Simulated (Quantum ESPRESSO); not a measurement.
# Core-hole calculation of the As K edge in As (Pm-3m)

What does one-electron theory with a core hole give for the As K edge of As (Pm-3m)?

Calculated with Quantum ESPRESSO 7.5; X-ray absorption near-edge structure, plane-wave PAW LDA, one-electron final states by a Lanczos continued fraction.

This is not the structure that As takes at ambient pressure and room temperature (space group No. 166); it is a model or a phase of other conditions.

**1. The starting structure**

The structure is cubic, space group Pm-3m (No. 221). The conventional cell has a = 2.704 Å, b = 2.704 Å, c = 2.704 Å, α = 90.00°, β = 90.00°, γ = 90.00°. Nearest to As lie 6 As at 2.70 Å.

Structure file:

```cif
data_structure
_symmetry_space_group_name_H-M 'Pm-3m'
_symmetry_Int_Tables_number 221
_cell_length_a 2.7037
_cell_length_b 2.7037
_cell_length_c 2.7037
_cell_angle_alpha 90.000
_cell_angle_beta 90.000
_cell_angle_gamma 90.000
_cell_volume 19.76
loop_
_atom_site_label
_atom_site_type_symbol
_atom_site_symmetry_multiplicity
_atom_site_Wyckoff_symbol
_atom_site_fract_x
_atom_site_fract_y
_atom_site_fract_z
_atom_site_occupancy
As1 As 1 b 0.50000 0.50000 0.50000 1
```

**2. Ground state of the crystal**

The ground state comes first: it tells whether the system has a gap, which decides how the excited electron is treated.

The PAW data sets are made with ld1.x, with reconstruction data.

The input, scf.in:

```
&control
   calculation='scf', prefix='x', pseudo_dir='../pp', outdir='tmp', tprnfor=.true.
/
&system
   ibrav=0, nat=1, ntyp=1, nbnd=7
   ecutwfc=40, ecutrho=220
   occupations='smearing', smearing='mv', degauss=0.015
/
&electrons
   conv_thr=1.0e-08, electron_maxstep=120
   mixing_beta=0.5
/
ATOMIC_SPECIES
As3 1.0 As.lda-nx-kjpaw.UPF
CELL_PARAMETERS angstrom
  2.70368174 0.00000000 0.00000000
  0.00000000 2.70368174 0.00000000
  0.00000000 0.00000000 2.70368174
ATOMIC_POSITIONS crystal
As3  0.50000000 0.50000000 0.50000000
K_POINTS automatic
10 10 10 0 0 0
```

The run is started by

```console
OMP_NUM_THREADS=1 mpirun --oversubscribe --bind-to none -np 4 pw.x -nk 4 -in scf.in > scf.out
```

What it wrote:

```text
     [... banner and references ...]
using ibrav=0 with symmetry is DISCOURAGED, use correct ibrav instead

     G-vector sticks info
     --------------------

     Using Slab Decomposition

     bravais-lattice index     =            0
     lattice parameter (alat)  =       5.1092  a.u.
     unit-cell volume          =     133.3716 (a.u.)^3
     number of atoms/cell      =            1
     number of atomic types    =            1
     number of electrons       =         5.00
     number of Kohn-Sham states=            7
     kinetic-energy cutoff     =      40.0000  Ry
     charge density cutoff     =     220.0000  Ry
     scf convergence threshold =      1.0E-08
     mixing beta               =       0.5000
     number of iterations used =            8  plain     mixing
     Exchange-correlation= SLA  PZ   NOGX NOGC
                           (   1   1   0   0   0   0   0)

     celldm(1)=   5.109218  celldm(2)=   0.000000  celldm(3)=   0.000000
     celldm(4)=   0.000000  celldm(5)=   0.000000  celldm(6)=   0.000000

     crystal axes: (cart. coord. in units of alat)
               a(1) = (   1.000000   0.000000   0.000000 )
               a(2) = (   0.000000   1.000000   0.000000 )
               a(3) = (   0.000000   0.000000   1.000000 )

     reciprocal axes: (cart. coord. in units 2 pi/alat)
               b(1) = (  1.000000  0.000000  0.000000 )
               b(2) = (  0.000000  1.000000  0.000000 )
               b(3) = (  0.000000  0.000000  1.000000 )

     PseudoPot. #1 for As:     Pseudo is Projector augmented-wave + core cor, Zval =  5.0

     atomic species   valence    mass     pseudopotential
     As3               5.00     1.00000     As( 1.00)

     48 Sym. Ops., with inversion, found

   Cartesian axes

     site n.     atom                  positions (alat units)
         1        As3    tau(   1) = (   0.5000000   0.5000000   0.5000000  )

     number of k points=    56  Marzari-Vanderbilt smearing, width (Ry)=  0.0150
                       cart. coord. in units 2pi/alat
        k(    1) = (   0.0000000   0.0000000   0.0000000), wk =   0.0020000
        k(    2) = (   0.0000000   0.0000000   0.1000000), wk =   0.0120000
        k(    3) = (   0.0000000   0.0000000   0.2000000), wk =   0.0120000
        k(    4) = (   0.0000000   0.0000000   0.3000000), wk =   0.0120000
        k(    5) = (   0.0000000   0.0000000   0.4000000), wk =   0.0120000
[...]
k(   54) = (   0.4000000   0.4000000  -0.5000000), wk =   0.0240000
        k(   55) = (   0.4000000  -0.5000000  -0.5000000), wk =   0.0120000
        k(   56) = (  -0.5000000  -0.5000000  -0.5000000), wk =   0.0020000

     Dense  grid:     7249 G-vectors     FFT dimensions: (  25,  25,  25)

     Smooth grid:     4553 G-vectors     FFT dimensions: (  24,  24,  24)

     Initial potential from superposition of free atoms

     starting charge       4.9998, renormalised to       5.0000
     Starting wfcs are    4 randomized atomic wfcs +    3 random wfcs
     Checking if some PAW data can be deallocated...

     per-process dynamical memory:    10.2 Mb

     Self-consistent Calculation

     iteration #  1     ecut=    40.00 Ry     beta= 0.50
     Davidson diagonalization with overlap
     ethr =  1.00E-02,  avg # of iterations =  5.7

     Threshold (ethr) on eigenvalues was too large:
     Diagonalizing with lowered threshold

     Davidson diagonalization with overlap
     ethr =  5.27E-05,  avg # of iterations =  3.2

     total energy              =    -169.80369070 Ry
     estimated scf accuracy    <       0.00253696 Ry

     iteration #  2     ecut=    40.00 Ry     beta= 0.50
     Davidson diagonalization with overlap
     ethr =  5.07E-05,  avg # of iterations =  1.0

     total energy              =    -169.80363072 Ry
     estimated scf accuracy    <       0.00060393 Ry

     iteration #  3     ecut=    40.00 Ry     beta= 0.50
     Davidson diagonalization with overlap
     ethr =  1.21E-05,  avg # of iterations =  1.1

     total energy              =    -169.80363514 Ry
     estimated scf accuracy    <       0.00000044 Ry

     iteration #  4     ecut=    40.00 Ry     beta= 0.50
     Davidson diagonalization with overlap
     ethr =  8.76E-09,  avg # of iterations =  2.5

     End of self-consistent calculation

          k = 0.0000 0.0000 0.0000 (   587 PWs)   bands (ev):

    -7.0289  12.1382  12.1382  12.1382  16.6588  16.6588  18.3823

          k = 0.0000 0.0000 0.1000 (   575 PWs)   bands (ev):

    -6.8455  10.0775  12.2961  12.2961  16.8338  17.8115  19.8140

          k = 0.0000 0.0000 0.2000 (   570 PWs)   bands (ev):

    -6.3061   6.9943  12.7475  12.7475  17.3443  18.5749  23.5271

          k = 0.0000 0.0000 0.3000 (   554 PWs)   bands (ev):

    -5.4585   4.1942  13.4086  13.4086  18.1324  19.5547  25.5877

          k = 0.0000 0.0000 0.4000 (   578 PWs)   bands (ev):

    -4.4704   2.0081  14.0767  14.0767  19.0126  20.8743  23.7337

          k = 0.0000 0.0000-0.5000 (   586 PWs)   bands (ev):

[...]
k = 0.0000 0.1000-0.5000 (   572 PWs)   bands (ev):

[...]
k = 0.0000 0.2000-0.5000 (   570 PWs)   bands (ev):

[...]
k = 0.0000 0.3000-0.5000 (   568 PWs)   bands (ev):

[...]
k = 0.0000 0.4000-0.5000 (   564 PWs)   bands (ev):

[...]
k = 0.0000-0.5000-0.5000 (   552 PWs)   bands (ev):

[...]
k = 0.1000-0.5000-0.5000 (   556 PWs)   bands (ev):

[...]
k = 0.2000-0.5000-0.5000 (   572 PWs)   bands (ev):

[...]
k = 0.3000 0.3000 0.4000 (   572 PWs)   bands (ev):

[...]
k = 0.3000 0.3000-0.5000 (   582 PWs)   bands (ev):

[...]
k = 0.3000 0.4000 0.4000 (   572 PWs)   bands (ev):

[...]
k = 0.3000 0.4000-0.5000 (   574 PWs)   bands (ev):

[...]
k = 0.3000-0.5000-0.5000 (   576 PWs)   bands (ev):

[...]
k = 0.4000 0.4000 0.4000 (   573 PWs)   bands (ev):

[...]
k = 0.4000 0.4000-0.5000 (   586 PWs)   bands (ev):

     1.4498   5.4723   6.6033   7.2585  13.7493  14.3844  15.5042

          k = 0.4000-0.5000-0.5000 (   576 PWs)   bands (ev):

     2.1293   5.8376   5.8376   7.3218  13.2707  14.7376  14.7376

          k =-0.5000-0.5000-0.5000 (   552 PWs)   bands (ev):

     2.8800   6.1879   6.1879   6.1879  13.9799  13.9799  13.9799

     the Fermi energy is     7.8818 ev

!    total energy              =    -169.80363535 Ry
     total all-electron energy =     -4515.893087 Ry
     estimated scf accuracy    <          2.9E-09 Ry
     smearing contrib. (-TS)   =       0.00015243 Ry
     internal energy E=F+TS    =    -169.80378778 Ry

     The total energy is F=E-TS. E is the sum of the following terms:
     one-electron contribution =       4.97116039 Ry
     hartree contribution      =       0.49302036 Ry
     xc contribution           =     -11.49646469 Ry
     ewald contribution        =     -13.88322770 Ry
     one-center paw contrib.   =    -149.88827615 Ry

     convergence has been achieved in   4 iterations

     Forces acting on atoms (cartesian axes, Ry/au):

     atom    1 type  1   force =     0.00000000    0.00000000    0.00000000

     Total force =     0.000000     Total SCF correction =     0.000000

     XML data file, charge density, pseudopotentials, collected wavefunctions

=------------------------------------------------------------------------------=
   JOB DONE.
=------------------------------------------------------------------------------=
```

The job ended after 2 s (4 MPI ranks of Intel Xeon Platinum 8259CL at 2.50GHz (Skylake/Cascade Lake), shared host; peak memory 0.05 GiB).

Absorbing atoms carry a label of their own (element plus a letter or digit), as the spectrum program needs them as separate species.

The mesh shows no gap, so the system is treated as a metal and the core electron is put at the Fermi level (neutral cell).

**3. Spectrum without a core hole, As atom 1**

Without a hole the spectrum is the empty density of states of the right symmetry on the absorber, weighted by matrix elements. It needs only the small cell and serves as the baseline.

The absorber has 6 As at 2.70 Å (octahedral, site symmetry m-3m).

The input, xspectra.in:

```
&input_xspectra
   calculation='xanes_dipole', edge='K'
   prefix='x', outdir='tmp', xiabs=1, xe0=7.8818
   xonly_plot=.false., x_save_file='xanes.sav'
   xniter=3000, xcheck_conv=20, xerror=0.005
   xcoordcrys=.false., xepsilon(1)=1, xepsilon(2)=0, xepsilon(3)=0
/
&plot
   xnepoint=501, xemin=-10, xemax=70, terminator=.true., cut_occ_states=.true.
   xgamma=0.4
/
&pseudos
   filecore='../As.wfc'
/
&cut_occ
   cut_desmooth=0.1, cut_stepl=0.05, cut_stepu=0.05, cut_ierror=1e-5
/
9 9 9 0 0 0
```

The run is started by

```console
OMP_NUM_THREADS=1 mpirun --oversubscribe --bind-to none -np 4 xspectra.x -nk 4 -in xspectra.in > xspectra.out
```

What it wrote:

```text
     [... banner and references ...]
Reading input_file

     calculation: xanes_dipole

     xepsilon  [cartesian coordinates]:   1.000000   0.000000   0.000000

     xonly_plot: FALSE
        => complete calculation: Lanczos + spectrum plot

     filecore (core-wavefunction file): ../As.wfc

     main plot parameters:
        cut_occ_states: TRUE
        gamma_mode:  constant
        -> using xgamma [eV]:  0.40
        xemin [eV]: -10.00
        xemax [eV]:  70.00
        xnepoint:  501
        xe0 [eV]:   7.881800 (energy zero read in input file)

[...]
x_save_file name:
     ->  xanes.sav
     x_save_file version:  2

     ... End STEP 1 ...

     ... Begin STEP 2 ...

     The spectrum is calculated using the following parameters:
        xe0 [eV]:    7.8818
        the occupied states are elimintate from the spectrum
        xemin [eV]: -10.00
        xemax [eV]:  70.00
        xnepoint:  501
        constant broadening parameter [eV]:    0.400
        Core level energy [eV]: -0.1187E+05
         (from electron binding energy of neutral atoms in X-ray data booklet)

     Cross-section successfully written in xanes.dat

     ... End STEP 2 ...

                                END JOB XSpectra
```

Run time: 14 s. Hardware: 4 MPI ranks; peak memory 0.08 GiB; 54 s of CPU time.

The core hole lives too briefly for so narrow a line (tabulated full width 2.1 eV). The run keeps xgamma small, and the tables are broadened afterwards: Lorentzian half width 1.07 eV up to 4 eV, rising linearly to 1.75 eV at 25 eV (not a setting of the program: the run's 0.4 eV curve was folded afterwards with a further Lorentzian).

The As K spectrum, As atom 1, no core hole (energy from the energy zero of the input (xe0, at the border of filled and empty states); intensity scaled to a mean of 1 over the first 20 eV; folded afterwards to Lorentzian half width 1.07 eV up to 4 eV, rising linearly to 1.75 eV at 25 eV; the points at xe0, where the cut of filled states can leave a spike, are interpolated):

| E (eV) | intensity |
| --- | --- |
| -2.0 | 0.22 |
| -1.0 | 0.37 |
| 0.0 | 0.74 |
| 1.0 | 1.08 |
| 2.0 | 1.23 |
| 3.0 | 1.44 |
| 4.0 | 1.63 |
| 5.0 | 1.71 |
| 6.0 | 1.61 |
| 7.0 | 1.33 |
| 8.0 | 0.98 |
| 9.0 | 0.72 |
| 10.0 | 0.63 |
| 11.0 | 0.64 |
| 12.0 | 0.73 |
| 13.0 | 0.79 |
| 14.0 | 0.75 |
| 15.0 | 0.74 |
| 16.0 | 0.77 |
| 17.0 | 0.78 |
| 18.0 | 0.81 |
| 19.0 | 0.82 |
| 20.0 | 0.83 |
| 21.0 | 0.82 |
| 22.0 | 0.81 |
| 23.0 | 0.79 |
| 24.0 | 0.76 |
| 25.0 | 0.76 |
| 26.0 | 0.77 |
| 27.0 | 0.77 |
| 28.0 | 0.75 |
| 29.0 | 0.73 |
| 30.0 | 0.74 |
| 31.0 | 0.80 |
| 32.0 | 0.83 |

Main maxima below 30 eV (height): 4.9 eV (1.71), 12.9 eV (0.79) and 20.1 eV (0.83). A K edge sees empty p states on the absorber.

**4. Reference energy of the supercell**

The photon energy needs a difference of total energies, so the cell and mesh of the coming hole run are first run without a hole.

The input, scf.in:

```
&control
   calculation='scf', prefix='x', pseudo_dir='../pp', outdir='tmp', tprnfor=.true.
/
&system
   ibrav=0, nat=8, ntyp=1, nbnd=24
   ecutwfc=40, ecutrho=220
   occupations='smearing', smearing='mv', degauss=0.015
/
&electrons
   conv_thr=8.0e-08, electron_maxstep=120
   mixing_beta=0.5
/
ATOMIC_SPECIES
As 1.0 As.lda-nx-kjpaw.UPF
CELL_PARAMETERS angstrom
  5.40736349 0.00000000 0.00000000
  0.00000000 5.40736349 0.00000000
  0.00000000 0.00000000 5.40736349
ATOMIC_POSITIONS crystal
As   0.25000000 0.25000000 0.25000000
As   0.25000000 0.25000000 0.75000000
As   0.25000000 0.75000000 0.25000000
As   0.75000000 0.25000000 0.25000000
As   0.25000000 0.75000000 0.75000000
As   0.75000000 0.25000000 0.75000000
As   0.75000000 0.75000000 0.25000000
As   0.75000000 0.75000000 0.75000000
K_POINTS automatic
5 5 5 0 0 0
```

The run is started by

```console
OMP_NUM_THREADS=1 mpirun --oversubscribe --bind-to none -np 4 pw.x -nk 4 -in scf.in > scf.out
```

What it wrote:

```text
     [... banner and references ...]
[banner, memory and clock lines left out]
Found identity + (  0.0000  0.0000 -0.5000) symmetry
     This is a supercell, fractional translations are disabled
     using ibrav=0 with symmetry is DISCOURAGED, use correct ibrav instead

     G-vector sticks info

     bravais-lattice index     =            0
     lattice parameter (alat)  =      10.2184  a.u.
     unit-cell volume          =    1066.9727 (a.u.)^3
[...]
atom    3 type  1   force =    -0.00000429    0.00000429   -0.00000429
[...]
atom    7 type  1   force =     0.00000429    0.00000429   -0.00000429
     atom    8 type  1   force =     0.00000429    0.00000429    0.00000429

     Total force =     0.000021     Total SCF correction =     0.000104
     SCF correction compared to forces is large: reduce conv_thr to get better values

     XML data file, charge density, pseudopotentials, collected wavefunctions
[key lines of the parts left out:]
!    total energy              =   -1358.42908266 Ry
the Fermi energy is     7.8820 ev
convergence has been achieved in   4 iterations
```

Run time: 5.1 s. Hardware: 4 MPI ranks; peak memory 0.09 GiB.

Reference energy: -491534.844 eV with the cores included.

**5. The atom with a core hole**

The frozen core must hold the hole, so the absorber gets a data set of its own.

The input, As.lda-nx-kjpaw-1sch.ld1.in:

```
&input
   title='As', zed=33., rel=1, iswitch=3, dft='PZ',
   config='1s1 2s2 2p6 3s2 3p6 4s2 4p4 3d10 4d-1'
/
&inputp
   file_pseudopw='As.lda-nx-kjpaw-1sch.UPF', author='',
   lpaw=.true.,
   pseudotype=3,
   lloc=2,
   which_augfun='PSQ',
   rmatch_augfun_nc=.true.,
   nlcc=.true.,
   new_core_ps=.true.,
   rcore=1.5,
   tm=.true.,
   zval=6,
   lgipaw_reconstruction=.true., use_paw_as_gipaw=.true.
/
5
4S  1  0  2.00  0.00  1.60  1.80  0.0
4S  1  0  0.00  0.40  1.60  1.80  0.0
4P  2  1  4.00  0.00  1.60  2.00  0.0
4P  2  1  0.00  2.00  1.60  2.00  0.0
4D  3  2  -2.00  0.50  2.00  2.00  0.0
```

The run is started by

```console
ld1.x < As.lda-nx-kjpaw-1sch.ld1.in > As.lda-nx-kjpaw-1sch.ld1.out
```

What it wrote:

```text
     [... banner and references ...]
PAW data will be used for GIPAW calculation
     --------------------------- All-electron run ----------------------------

     As
     scalar relativistic calculation

     atomic number is 33.00
     dft =PZ   lsd =0 sic =0 latt =0  beta=0.20 tr2=1.0E-14
     Exchange-correlation= PZ
                           (   1   1   0   0   0   0   0)
     mesh =1209 r(mesh) =  99.83237 a.u. xmin = -7.00 dx = 0.01250
     1 Ry =  13.60569312 eV, c = 137.03599908

     n l     nl                  e(Ry)          e(Ha)          e(eV)
     1 0     1S 1( 1.00)      -888.6993      -444.3496    -12091.3694
     2 0     2S 1( 2.00)      -115.6349       -57.8175     -1573.2934
     2 1     2P 1( 6.00)      -103.5718       -51.7859     -1409.1656
[...]
3 2     3D 1(10.00)        -3.9707        -1.9853       -54.0241

     final scf error:  7.7E-15 reached in  32 iterations

     Etot =   -3641.844101 Ry,   -1820.922050 Ha,  -49549.813239 eV

     Ekin =    3698.943184 Ry,    1849.471592 Ha,   50326.685839 eV
     Encl =   -9002.547607 Ry,   -4501.273804 Ha, -122485.900070 eV
     Eh   =    1804.809561 Ry,     902.404780 Ha,   24555.685028 eV
     Exc  =    -143.049238 Ry,     -71.524619 Ha,   -1946.284036 eV

     normalization and overlap integrals

     s(1S/1S) =  1.000000  <r> =   0.0451  <r2> =    0.0027  r(max) =   0.0296
     s(1S/2S) = -0.005487
     s(1S/3S) = -0.002099
     s(1S/4S) = -0.000671
     s(2S/2S) =  1.000000  <r> =   0.1987  <r2> =    0.0465  r(max) =   0.1680
[...]
s(2P/2P) =  1.000000  <r> =   0.1718  <r2> =    0.0361  r(max) =   0.1325
     s(2P/3P) = -0.001029
     s(2P/4P) = -0.000255
     s(3S/3S) =  1.000000  <r> =   0.5817  <r2> =    0.3898  r(max) =   0.5109
[...]
Ekin =    3698.943184 Ry,    1849.471592 Ha,   50326.685839 eV
     Encl =   -9002.547607 Ry,   -4501.273804 Ha, -122485.900070 eV
     Eh   =    1804.809561 Ry,     902.404780 Ha,   24555.685028 eV
     Exc  =    -143.049238 Ry,     -71.524619 Ha,   -1946.284036 eV

     normalization and overlap integrals

[...]
s(2S/4S) = -0.000392
     s(2P/2P) =  1.000000  <r> =   0.1718  <r2> =    0.0361  r(max) =   0.1325
     s(2P/3P) = -0.001029
     s(2P/4P) = -0.000255
     s(3S/3S) =  1.000000  <r> =   0.5817  <r2> =    0.3898  r(max) =   0.5109
     s(3S/4S) = -0.000236
     s(3P/3P) =  1.000000  <r> =   0.5916  <r2> =    0.4109  r(max) =   0.5046
     s(3P/4P) = -0.000165
     s(4S/4S) =  1.000000  <r> =   1.8091  <r2> =    3.7686  r(max) =   1.5159
     s(4P/4P) =  1.000000  <r> =   2.2956  <r2> =    6.2384  r(max) =   1.8058
     s(3D/3D) =  1.000000  <r> =   0.6293  <r2> =    0.4957  r(max) =   0.4509

     ------------------------ End of All-electron run ------------------------

     ---------------------- Testing the pseudopotential ----------------------

     As
     scalar relativistic calculation

     atomic number is 33.00   valence charge is  6.00
     dft = SLA  PZ   NOGX NOGC   lsd =0 sic =0 latt =0  beta=0.20 tr2=1.0E-14
     mesh =1209 r(mesh) =  99.83237 xmin = -7.00 dx = 0.01250

     n l     nl             e AE (Ry)        e PS (Ry)    De AE-PS (Ry)
     1 0     4S   1( 2.00)       -1.25607       -1.25607        0.00000
     2 1     4P   1( 4.00)       -0.49219       -0.49220        0.00000

     eps = 3.1E-15  iter =  3

     Etot =   -3641.844101 Ry,   -1820.922050 Ha,  -49549.813239 eV
     Etotps =  -156.435728 Ry,     -78.217864 Ha,   -2128.416512 eV

     Ekin =      32.825005 Ry,      16.412503 Ha,     446.606946 eV
     Encl =     -61.551252 Ry,     -30.775626 Ha,    -837.447443 eV
     Ehrt =      15.339754 Ry,       7.669877 Ha,     208.707982 eV
     Ecxc =    -143.049235 Ry,     -71.524618 Ha,   -1946.283997 eV
     (Ecc =      -5.712168 Ry,      -2.856084 Ha,     -77.718009 eV)

     ---------------------- End of pseudopotential test ----------------------
```

It took 0.98 s on 1 MPI rank; peak memory 0.13 GiB.

Removing the core electron and adding it to the valence shell costs the free atom 11886.7 eV.

[end of part 1 of 3]

[Banner, clock and machine lines of the logs are left out without a mark of their own.]

[Logs are printed without paths, hosts, clocks, repeated set-up lines and the standing remarks that a program may print on its own settings, such as how far it seeks lower states.]

[Hosts, paths, dates, database ids (printed as entryN), source tags and the programs' standing remarks are cut or masked in the printed files.]

[Lists of maxima count a maximum above −3 eV only where it reaches 4 % of the highest in the window and stands out from its surroundings by 2 % of it (1.5 % where it reaches 55 %); shoulders and weaker maxima are passed over, and of the rest the first, up to two pre-edge ones and the few strongest are named.]
